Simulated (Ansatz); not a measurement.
## MoS2 monolayer (2H): from the cell to its phonons

How does MoS2 monolayer (2H) vibrate, and is this structure a minimum?

Main program and level: Ansatz 0.2.0; DFT PBEsol, scalar-relativistic, plane waves, PAW.

**1. The starting structure**

The cell holds 3 atoms: 1 Mo and 2 S. Cell: a = 3.170 Å, b = 3.170 Å, c = 20.000 Å, α = 90.0°, β = 90.0°, γ = 120.0°. Vacuum lies along c.

**2. Bringing the structure to rest**

The cell and atoms are relaxed, since residual forces and stress would shift the frequencies.

The program solves this slab on a cell height of its own, 30.0 Å, in place of the one typed.

The input, input.yaml:

```yaml
crystal:
  lattice:
    - [3.17, 0.0, 0.0]
    - [-1.585, 2.7453, 0.0]
    - [0.0, 0.0, 20.0]
  atoms:
    - { symbol: Mo, position: [0.333333, 0.666667, 0.5] }
    - { symbol: S, position: [0.666667, 0.333333, 0.5775] }
    - { symbol: S, position: [0.666667, 0.333333, 0.4225] }
  periodic: [true, true, false]
kpoints:
  mp_grid: { grid: [12, 12, 1] }
hamiltonian:
  xc: pbesol
scf:
  occupations: { method: gaussian, width: 0.02 }
output:
  forces: true
  stress: true
  eigenvalues: true
  write_density: true
  write_potential: true
  elf: true
  volumetric_format: npy
relax:
  adjacent_minimum: "off"
  f_tol: 0.005
  max_steps: 80
  cell: { stress_2d_tol: 0.02 }
```

Started as:

```
$ ansatz run input.yaml --threads 8 --pin off --max-ram 14336MiB --backend cpu --events-out ev --progress --plain --runs-dir out
```

Numbers of over 12 decimals in the logs are rounded to 6 here.

The program printed:

```text
Warning: crystal.periodic: the lattice vector that does not repeat stood 0.000° off the slab's normal, 20.000 Å along it as the deck builds it. The run solves the slab on a vector along the normal, 30.000 Å long, with every atom where it was (on the deck's vector they left 16.90 Å outside them, and the widest stretch free of ions among them is 1.55 Å). A fractional position that the run reports is one of the run's ce [...]
Warning: the atoms were moved onto the symmetric positions of the space group found under crystal.symmetry.tolerance 1.0e-5 (fractional; no operation is sought that the atoms, as they stand in a round, miss by more than twice it, and no atom is moved by as much as it), and the run uses the moved positions. Before a round's move an operation carried an atom to 4.23e-6 Å from where it should land, the largest such dist [...]
crystal.periodic: the lattice vector that does not repeat stood 0.000° off the slab's normal, 20.000 Å along it as the deck builds it. The run solves the slab on a vector along the normal, 30.000 Å long, with every atom where it was (on the deck's vector they left 16.90 Å outside them, and the widest stretch free of ions among them is 1.55 Å). A fractional position that the run reports is one of the run's cell, which [...]
Engine: ansatz 0.2.0, aarch64-unknown-linux-gnu
Pseudopotentials: kind: paw
Pseudopotential: Mo, paw, valence charge 14, recommended cutoff 420 eV (normal), Mo.paw.azcp
Pseudopotential: S, paw, valence charge 6, recommended cutoff 420 eV (normal), S.paw.azcp
Functional definition: PBEsol
  exchange = pbesol_x
  correlation = pbesol_c
Crystal: 3 atoms, lattice volume = 261.078 Å³
Basis set: ecut = 420 eV, 5057 PW (Γ), exchange–correlation on 48×48×432 points (8 copies of the dense FFT grid, shifted against one another)
Bands: 17, of which v1, the nominal top of the filled ones, is band 13 counted from 1 (12 counted from 0)
Symmetry: 12 space group operations
Space group: P-6m2 (ITA 187), of the structure as read, at distance tolerance 6.4e-5 Å
k-points: 19 of 144 (time reversal used)
Non-local potential: Mo, projectors of the file, l = 0: 3, l = 1: 2, l = 2: 2, l = 3: 1
Non-local potential: S, projectors of the file, l = 0: 2, l = 1: 2, l = 2: 2
PAW form: soft (Blöchl's): semilocal exchange-correlation on the pseudo side does not see the compensation charge
PAW frozen core: Mo, regenerated for the run's functional, and the local potential with it (the file was generated under x = pbe(κ = 0.804, μ = 0.219515), c = pbe(β = 0.066725))
PAW frozen core: S, regenerated for the run's functional, and the local potential with it (the file was generated under x = pbe(κ = 0.804, μ = 0.219515), c = pbe(β = 0.066725))
PAW one-centre angular grid: Mo, 590 points (default); XC on 64 Gauss nodes
PAW one-centre angular grid: S, 110 points (default); XC on 64 Gauss nodes
Initial density: superposition of atomic densities (neutral atoms: chi_scale 0, normalization atom), corrected by the library's trained network
Initial wavefunctions: pseudopotential atomic-orbital guess
Functional: x = pbesol(κ = 0.804, μ = 0.123457), c = pbesol(β = 0.046)
SCF iter   1: F=—  HF=-6670.130702 eV  |F-HF|=—  |Δ(HF+E_count)|=         —  Δρ=3.27e-3  dr2=3.50e-2  ethr=1.77e-3  ⟨swp⟩=15.2  Hψ=3424  notcnv=0
preconditioner: auto → none  [insulator: Δε(μ)=1.611 eV  Ē_g=8.103 eV  σ=0.020 eV  W_gap=1.00  n_scr=16 (ndim 8)  ℏωp=9.8 eV  f_vac=0.766  D(μ)=0.00/eV (n_scr^D=0)  ε∞_Penn≈2.4]
SCF iter   2: F=—  HF=-6670.150370 eV  |F-HF|=—  |Δ(HF+E_count)|=   1.97e-2  Δρ=4.16e-3  dr2=1.34e-1  ethr=1.35e-4  ⟨swp⟩=4.7  Hψ=1028  notcnv=0
SCF iter   3: F=—  HF=-6670.132946 eV  |F-HF|=—  |Δ(HF+E_count)|=   1.74e-2  Δρ=1.32e-3  dr2=5.62e-3  ethr=1.35e-4  ⟨swp⟩=3.1  Hψ=610  notcnv=0
SCF iter   4: F=—  HF=-6670.133917 eV  |F-HF|=—  |Δ(HF+E_count)|=   9.71e-4  Δρ=3.52e-4  dr2=1.19e-4  ethr=2.16e-5  ⟨swp⟩=3.2  Hψ=695  notcnv=0
SCF iter   5: F=—  HF=-6670.134080 eV  |F-HF|=—  |Δ(HF+E_count)|=   1.63e-4  Δρ=6.32e-5  dr2=9.29e-6  ethr=4.58e-7  ⟨swp⟩=3.7  Hψ=826  notcnv=0
SCF iter   6: F=—  HF=-6670.134077 eV  |F-HF|=—  |Δ(HF+E_count)|=   2.79e-6  Δρ=1.14e-5  dr2=1.92e-7  ethr=3.57e-8  ⟨swp⟩=3.3  Hψ=658  notcnv=0
SCF iter   7: F=-6670.134078 eV  HF=-6670.134077 eV  |F-HF|=4.73e-8  |Δ(HF+E_count)|=   1.49e-7  Δρ=2.96e-6  dr2=8.20e-9  ethr=3.85e-10  ⟨swp⟩=19.4  Hψ=3904  notcnv=0
SCF 1 converged in 7 iterations: F = -6670.134078 eV  dr2 = 8.20e-9
  greatest PAW one-centre occupation: 0.999 electrons in one spin orbital (limit 2), on the Mo atom at site 0 (counted from 0), in its partial waves of l = 0
relax step   1: F+E_penalty+E_count = -6670.13407753 eV  Δ(F+E_penalty+E_count) = +0.000e0 eV  max|allowed force component| = 3.295e-2 eV/Å  Δτ_max = 0.0000 Å  P = -1.642 N/m  Ω = 261.078 Å³  fix = [c, alpha, beta]  reactions: c -0.000 N/m  (7 SCF iters, dr2 threshold 1.00e-7 eV, accepted)
Crystal: 3 atoms, lattice volume = 254.509 Å³
Basis set: ecut = 420 eV, 4925 PW (Γ), exchange–correlation on 48×48×432 points (8 copies of the dense FFT grid, shifted against one another)
Initial density: handed on by an earlier stage of this run
Initial wavefunctions: those handed on with the density
iter 1 solved again at ethr=1.52e-5 eV; its pass at ethr=3.10e-3 eV (dr2=3.96e-3 eV) is discarded
SCF iter   1: F=—  HF=-6670.141526 eV  |F-HF|=—  |Δ(HF+E_count)|=         —  Δρ=9.56e-4  dr2=4.31e-3  ethr=1.52e-5  ⟨swp⟩=4.2  Hψ=3441  notcnv=0
preconditioner: auto → none  [insulator: Δε(μ)=1.865 eV  Ē_g=8.218 eV  σ=0.020 eV  W_gap=1.00  n_scr=16 (ndim 8)  ℏωp=9.9 eV  f_vac=0.765  D(μ)=0.00/eV (n_scr^D=0)  ε∞_Penn≈2.4]
SCF iter   2: F=—  HF=-6670.141312 eV  |F-HF|=—  |Δ(HF+E_count)|=   2.15e-4  Δρ=8.68e-4  dr2=6.58e-3  ethr=1.52e-5  ⟨swp⟩=3.2  Hψ=702  notcnv=0
SCF iter   3: F=—  HF=-6670.140701 eV  |F-HF|=—  |Δ(HF+E_count)|=   6.11e-4  Δρ=5.75e-4  dr2=2.23e-3  ethr=1.52e-5  ⟨swp⟩=2.9  Hψ=668  notcnv=0
SCF iter   4: F=—  HF=-6670.140403 eV  |F-HF|=—  |Δ(HF+E_count)|=   2.98e-4  Δρ=2.72e-4  dr2=3.35e-4  ethr=8.57e-6  ⟨swp⟩=1.6  Hψ=390  notcnv=0
SCF iter   5: F=—  HF=-6670.140390 eV  |F-HF|=—  |Δ(HF+E_count)|=   1.27e-5  Δρ=5.55e-5  dr2=1.76e-5  ethr=1.29e-6  ⟨swp⟩=2.8  Hψ=547  notcnv=0
SCF iter   6: F=—  HF=-6670.140383 eV  |F-HF|=—  |Δ(HF+E_count)|=   7.44e-6  Δρ=3.42e-5  dr2=6.22e-6  ethr=6.78e-8  ⟨swp⟩=2.7  Hψ=561  notcnv=0
SCF iter   7: F=—  HF=-6670.140382 eV  |F-HF|=—  |Δ(HF+E_count)|=   6.62e-7  Δρ=1.07e-5  dr2=5.18e-7  ethr=2.39e-8  ⟨swp⟩=3.2  Hψ=650  notcnv=0
SCF iter   8: F=-6670.140382 eV  HF=-6670.140382 eV  |F-HF|=3.67e-8  |Δ(HF+E_count)|=   1.05e-7  Δρ=5.91e-6  dr2=4.94e-8  ethr=1.15e-9  ⟨swp⟩=18.2  Hψ=3701  notcnv=0
SCF 2 converged in 8 iterations: F = -6670.140382 eV  dr2 = 4.94e-8
relax step   2: F+E_penalty+E_count = -6670.14038178 eV  Δ(F+E_penalty+E_count) = -6.304e-3 eV  max|allowed force component| = 1.262e-1 eV/Å  Δτ_max = 0.0186 Å  P = +0.337 N/m  Ω = 254.509 Å³  energy of the carried Pulay correction = +1.070e-4 eV  fix = [c, alpha, beta]  reactions: c +0.000 N/m  (8 SCF iters, dr2 threshold 3.00e-7 eV, accepted)
Crystal: 3 atoms, lattice volume = 256.210 Å³
Basis set: ecut = 420 eV, 4961 PW (Γ), exchange–correlation on 48×48×432 points (8 copies of the dense FFT grid, shifted against one another)
iter 1 solved again at ethr=2.14e-6 eV; its pass at ethr=3.10e-3 eV (dr2=5.57e-4 eV) is discarded
SCF iter   1: F=—  HF=-6670.142357 eV  |F-HF|=—  |Δ(HF+E_count)|=         —  Δρ=4.55e-4  dr2=5.02e-4  ethr=2.14e-6  ⟨swp⟩=4.6  Hψ=3178  notcnv=0
preconditioner: auto → none  [insulator: Δε(μ)=1.800 eV  Ē_g=8.216 eV  σ=0.020 eV  W_gap=1.00  n_scr=16 (ndim 8)  ℏωp=9.8 eV  f_vac=0.767  D(μ)=0.00/eV (n_scr^D=0)  ε∞_Penn≈2.4]
SCF iter   2: F=—  HF=-6670.142235 eV  |F-HF|=—  |Δ(HF+E_count)|=   1.23e-4  Δρ=2.32e-4  dr2=1.90e-4  ethr=1.93e-6  ⟨swp⟩=2.9  Hψ=628  notcnv=0
SCF iter   3: F=—  HF=-6670.142259 eV  |F-HF|=—  |Δ(HF+E_count)|=   2.45e-5  Δρ=2.48e-4  dr2=4.44e-4  ethr=7.30e-7  ⟨swp⟩=3.5  Hψ=687  notcnv=0
SCF iter   4: F=—  HF=-6670.142199 eV  |F-HF|=—  |Δ(HF+E_count)|=   6.00e-5  Δρ=6.05e-5  dr2=1.31e-5  ethr=7.30e-7  ⟨swp⟩=2.4  Hψ=476  notcnv=0
SCF iter   5: F=—  HF=-6670.142198 eV  |F-HF|=—  |Δ(HF+E_count)|=   1.18e-6  Δρ=1.41e-5  dr2=3.61e-7  ethr=5.05e-8  ⟨swp⟩=3.4  Hψ=630  notcnv=0
SCF iter   6: F=-6670.142198 eV  HF=-6670.142198 eV  |F-HF|=2.12e-8  |Δ(HF+E_count)|=   8.74e-9  Δρ=3.13e-6  dr2=2.85e-8  ethr=1.15e-9  ⟨swp⟩=18.4  Hψ=3782  notcnv=0
SCF 3 converged in 6 iterations: F = -6670.142198 eV  dr2 = 2.85e-8
relax step   3: F+E_penalty+E_count = -6670.14219787 eV  Δ(F+E_penalty+E_count) = -1.816e-3 eV  max|allowed force component| = 3.275e-2 eV/Å  Δτ_max = 0.0118 Å  P = +0.078 N/m  Ω = 256.210 Å³  energy of the carried Pulay correction = +7.905e-5 eV  fix = [c, alpha, beta]  reactions: c +0.000 N/m  (6 SCF iters, dr2 threshold 3.00e-7 eV, accepted)
[...]
relax step   4: F+E_penalty+E_count = -6670.14225274 eV  Δ(F+E_penalty+E_count) = -5.487e-5 eV  max|allowed force component| = 9.104e-5 eV/Å  Δτ_max = 0.0016 Å  P = +0.001 N/m  Ω = 256.241 Å³  energy of the carried Pulay correction = +7.856e-5 eV  fix = [c, alpha, beta]  reactions: c +0.000 N/m  (5 SCF iters, dr2 threshold 6.71e-8 eV, accepted)
Initial wavefunctions: pseudopotential atomic-orbital guess (no wavefunctions were taken with the density)
iter 1 solved again at ethr=1.24e-7 eV; its pass at ethr=3.10e-3 eV (dr2=3.22e-5 eV) is discarded
SCF iter   1: F=—  HF=-6670.142174 eV  |F-HF|=—  |Δ(HF+E_count)|=         —  Δρ=8.60e-6  dr2=3.00e-8  ethr=1.24e-7  ⟨swp⟩=6.4  Hψ=5108  notcnv=0
preconditioner: auto → none  [insulator: Δε(μ)=1.806 eV  Ē_g=8.212 eV  σ=0.020 eV  W_gap=1.00  n_scr=16 (ndim 8)  ℏωp=9.8 eV  f_vac=0.767  D(μ)=0.00/eV (n_scr^D=0)  ε∞_Penn≈2.4]
SCF iter   2: F=—  HF=-6670.142174 eV  |F-HF|=—  |Δ(HF+E_count)|=   4.49e-8  Δρ=4.25e-6  dr2=2.24e-8  ethr=1.15e-10  ⟨swp⟩=4.7  Hψ=1040  notcnv=0
SCF iter   3: F=—  HF=-6670.142174 eV  |F-HF|=—  |Δ(HF+E_count)|=   1.05e-8  Δρ=3.62e-6  dr2=6.56e-8  ethr=8.62e-11  ⟨swp⟩=3.4  Hψ=698  notcnv=0  recentre
SCF iter   4: F=—  HF=-6670.142174 eV  |F-HF|=—  |Δ(HF+E_count)|=   7.19e-9  Δρ=9.04e-7  dr2=6.72e-10  ethr=8.62e-11  ⟨swp⟩=2.7  Hψ=494  notcnv=0
SCF iter   5: F=—  HF=-6670.142174 eV  |F-HF|=—  |Δ(HF+E_count)|=  4.22e-10  Δρ=2.08e-7  dr2=4.41e-11  ethr=2.59e-12  ⟨swp⟩=3.4  Hψ=725  notcnv=0
SCF iter   6: F=—  HF=-6670.142174 eV  |F-HF|=—  |Δ(HF+E_count)|=  9.09e-13  Δρ=6.54e-8  dr2=9.37e-12  ethr=1.00e-12  ⟨swp⟩=2.7  Hψ=530  notcnv=0
SCF iter   7: F=-6670.142174 eV  HF=-6670.142174 eV  |F-HF|=6.46e-11  |Δ(HF+E_count)|=  3.55e-11  Δρ=2.27e-8  dr2=1.13e-12  ethr=1.00e-12  ⟨swp⟩=10.9  Hψ=2296  notcnv=0
SCF 5 converged in 7 iterations: F = -6670.142174 eV  dr2 = 1.13e-12
relax step   5: F+E_penalty+E_count = -6670.14217419 eV  Δ(F+E_penalty+E_count) = +7.855e-5 eV  max|allowed force component| = 5.131e-5 eV/Å  Δτ_max = 0.0000 Å  P = +0.001 N/m  Ω = 256.241 Å³  fix = [c, alpha, beta]  reactions: c +0.000 N/m  stress off target by 8.88e-4 N/m on what of the cell is left free  SCF on the basis re-selected at this cell (its energy is not comparable with the rows above)  (7 SCF iters)
basis re-selected at this cell: Δ(F+E_penalty+E_count) = +7.855e-5 eV, ΔP = -0.000 N/m vs the last step (what re-selecting the basis moved, of the pressure what is left beyond the Pulay correction that the steps carried, after the strain that the cell walked since its last selection, with what the two solves' SCF thresholds leave and, on support functions, any second-order correction that the steps lacked; it is no m [...]
WARN: The input density's exchange-correlation potential varies sharply where the density is thin. Do not read a vacuum level from v_tot or v_xc, or from such a field of the output density. On a cell that repeats whose density bears no net charge and no dipole along the vacuum's axis use v_es (v_loc + v_h of the components); under efield.dipole_correction with no amplitude use v_es + v_field, which holds any external [...]
SCF converged after 7 iterations
Free energy (F): -6670.142174 eV
Harris-Foulkes:  -6670.142174 eV  (|F-HF|=6.46e-11)
Internal energy: -6670.142174 eV  (E = F + TS)
E sigma→0 (E₀):  -6670.142174 eV
Fermi energy:    -5.065360 eV
--- Per-component energies (eV) ---
  E_band       = -576.735894
  E_kinetic    = 656.640093
  E_local      = -45293.667295  (includes V_loc(G=0)·N_el)
  E_nonlocal   = 201.396918
  E_hartree    = 22209.084501
  E_xc         = -375.678538
  E_vxc        = -404.535761  (∫ρ·V_xc dr)
  E_paw        = -4311.919339  (= ΣΔE_a)
  E_vpaw       = -154.738829  (= ΣTr[D̂ρ^β])
  E_aug_tail   = 0.000032  (compensation charges beyond the density's cutoff)
  E_ewald      = 20243.668255
  E_core_change = 0.333198  (= ΣΔE_core)
  E_smearing   = -0.000000  (= −TS)
  E_closure    = -0.000000  (closes the sum)
  Σ components = -6670.142174   (vs F -6670.142174, Δ=0.00e0)
--- Forces (eV/Å), atoms counted from 1 ---
  atom   1  Mo    -0.00000000    -0.00000000    -0.00000000
  atom   2  S     -0.00000000    -0.00000000    -0.00005131
  atom   3  S     -0.00000000    -0.00000000     0.00005131
  max |Σ_I F_I| component: 1.16e-16 eV/Å
--- 2D stress c σ (N/m, compression-positive) ---
        0.000888       0.000000       0.000000
       -0.000000       0.000888      -0.000000
        0.000000      -0.000000       0.000000
  P = ½ c Tr σ = 0.0009 N/m
--- Band table (eV; the first three rows and the last of 19) ---
  k-point 0: bands = [... 9 lower, -7.8161, -7.4269, -7.4269, -6.0406, -3.0715, -3.0715, -2.7949, -2.7949]
  k-point 1: bands = [... 9 lower, -8.2929, -7.5998, -7.1150, -6.0835, -3.2189, -3.1069, -2.9204, -2.8818]
  k-point 2: bands = [... 9 lower, -8.1509, -8.0052, -7.0303, -6.3011, -3.6042, -3.2856, -3.2093, -2.4507]
  k-point 18: bands = [... 9 lower, -9.5309, -8.9141, -8.1440, -5.9686, -4.1621, -2.9128, -2.2535, -0.8391]
--- Relaxed structure (4 steps of the walk, 4 accepted, 1 SCFs on fresh bases) ---
  F+E_penalty+E_count = -6670.14217419 eV   max|allowed force component| = 5.131e-5 eV/Å   (the final SCF, on the basis selected at the relaxed cell)
  cell:  # Å, volume = 256.2409 Å³
    - [3.140496, 0, 0]
    - [-1.570248, 2.719749, 0]
    - [0, 0, 30.0]
  atoms:
    - { symbol: Mo, position: [0.333333, 0.666667, 0.333333] }
    - { symbol: S, position: [0.666667, 0.333333, 0.385280] }
    - { symbol: S, position: [0.666667, 0.333333, 0.281387] }
```

Elapsed: 7.7 s, on 8 threads of Arm Neoverse V2, shared host; peak memory 0.67 GiB.

The steps of the relaxation:

```
step  energy less that of the first step (eV)  largest force component (eV/Å)  volume (Å³)
   1                                   0.0000                          0.0330       261.08
   2                                  -0.0063                          0.1262       254.51
   3                                  -0.0081                          0.0328       256.21
   4                                  -0.0082                          0.0001       256.24
  5*                                  -0.0081                          0.0001       256.24
```

Relaxation steps marked * repeat the geometry before them on a plane-wave basis chosen anew for their cell, so energy and pressure can jump there.

The run keeps the 12 symmetry operations that it works with, so distortions that break them were not tested.

| cell as run | before | after | change |
| --- | --- | --- | --- |
| a (Å) | 3.170 | 3.140 | -0.9 % |
| b (Å) | 3.170 | 3.140 | -0.9 % |

The relaxed structure:

```xyz
3
Lattice="3.1405 0.0000 0.0000 -1.5702 2.7197 0.0000 0.0000 0.0000 30.0000" Properties=species:S:1:pos:R:3
Mo    0.0000    1.8132   10.0000
S     1.5702    0.9066   11.5584
S     1.5702    0.9066    8.4416
```

This step gave:

| Item | Value |
| --- | --- |
| gap on the k-mesh | 1.806 eV |
| direct gap on mesh | 1.806 eV |
| area per atom | 2.847 Å² |

Valence density in the ac plane at fractional y = 0.333, with atoms of S within 0.2 Å of it. It is the smooth field of the valence electrons, not physical close to the nuclei.

Ten even steps from '0' (0.0 e/Å³) to '9' (1.0 e/Å³), each cell a mean:
```
0000000000000000
0000000000000000
0000000000000000
0000000000000000
0000000000000000
0000000000000000
0000000000000000
0000000000000000
0000000000000000
0000000000000000
0000000000000000
0000000000000000
0000000000000000
0000000011111100
3211124799768985
4455544456666554
4444444567667765
2111124688768874
0000000000000000
0000000000000000
0000000000000000
0000000000000000
0000000000000000
0000000000000000
```
Columns run along a (3.1 Å), rows up along c (30.0 Å). Atoms in or near the plane, at fractional coordinates: S at (0.67, 0.39), S at (0.67, 0.28).

Electrostatic potential energy in the ac plane at fractional y = 0.333, with atoms of S within 0.2 Å of it. With pseudopotentials it is smooth inside the atoms' cores, unlike the true potential.

Values in eV, 24 rows by 16 columns, each cell a mean:
```
  0   0   0   0   0   0   0   0   0   0   0   0   0   0   0   0
  0   0   0   0   0   0   0   0   0   0   0   0   0   0   0   0
  0   0   0   0   0   0   0   0   0   0   0   0   0   0   0   0
  0   0   0   0   0   0   0   0   0   0   0   0   0   0   0   0
  0   0   0   0   0   0   0   0   0   0   0   0   0   0   0   0
  0   0   0   0   0   0   0   0   0   0   0   0   0   0   0   0
  0   0   0   0   0   0   0   0   0   0   0   0   0   0   0   0
  0   0   0   0   0   0   0   0   0   0   0   0   0   0   0   0
  0   0   0   0   0   0   0   0   0   0   0   0   0   0   0   0
  0   0   0   0   0   0   0   0   0   0   0   0   0   0   0   0
  0   0   0   0   0   0   0   0   0   0   0   0   0   0   0   0
  0   0   0   0   0   0   0   0   0   0   0   0   0   0   0   0
  0   0   0   0   0   0   0   0   0   0   0   0   0   0   0   0
 -1  -1   0   0  -1  -1  -1  -1  -2  -3  -3  -3  -3  -2  -2  -1
 -7  -4  -3  -3  -3  -6 -11 -23 -30 -32 -32 -32 -32 -30 -26 -14
-12 -14 -17 -17 -16 -13 -11 -11 -13 -15 -16 -16 -15 -14 -11 -10
-10 -12 -13 -13 -12 -11 -11 -14 -17 -20 -21 -21 -20 -18 -15 -11
 -6  -3  -2  -2  -3  -5  -9 -19 -25 -28 -29 -29 -29 -26 -22 -12
  0   0   0   0   0   0  -1  -1  -1  -1  -1  -1  -1  -1  -1  -1
  0   0   0   0   0   0   0   0   0   0   0   0   0   0   0   0
  0   0   0   0   0   0   0   0   0   0   0   0   0   0   0   0
  0   0   0   0   0   0   0   0   0   0   0   0   0   0   0   0
  0   0   0   0   0   0   0   0   0   0   0   0   0   0   0   0
  0   0   0   0   0   0   0   0   0   0   0   0   0   0   0   0
```
Columns run along a (3.1 Å; values clipped at the 3rd and 97th percentile), rows up along c (30.0 Å). Atoms in or near the plane, at fractional coordinates: S at (0.67, 0.39), S at (0.67, 0.28).

[end of part 1 of 4]

[Logs are printed without paths, hosts, clocks, repeated set-up lines and the standing remarks that a program may print on its own settings, such as how far it seeks lower states.]

[Hosts, paths, dates, database ids (printed as entryN), source tags and the programs' standing remarks are cut or masked in the printed files.]
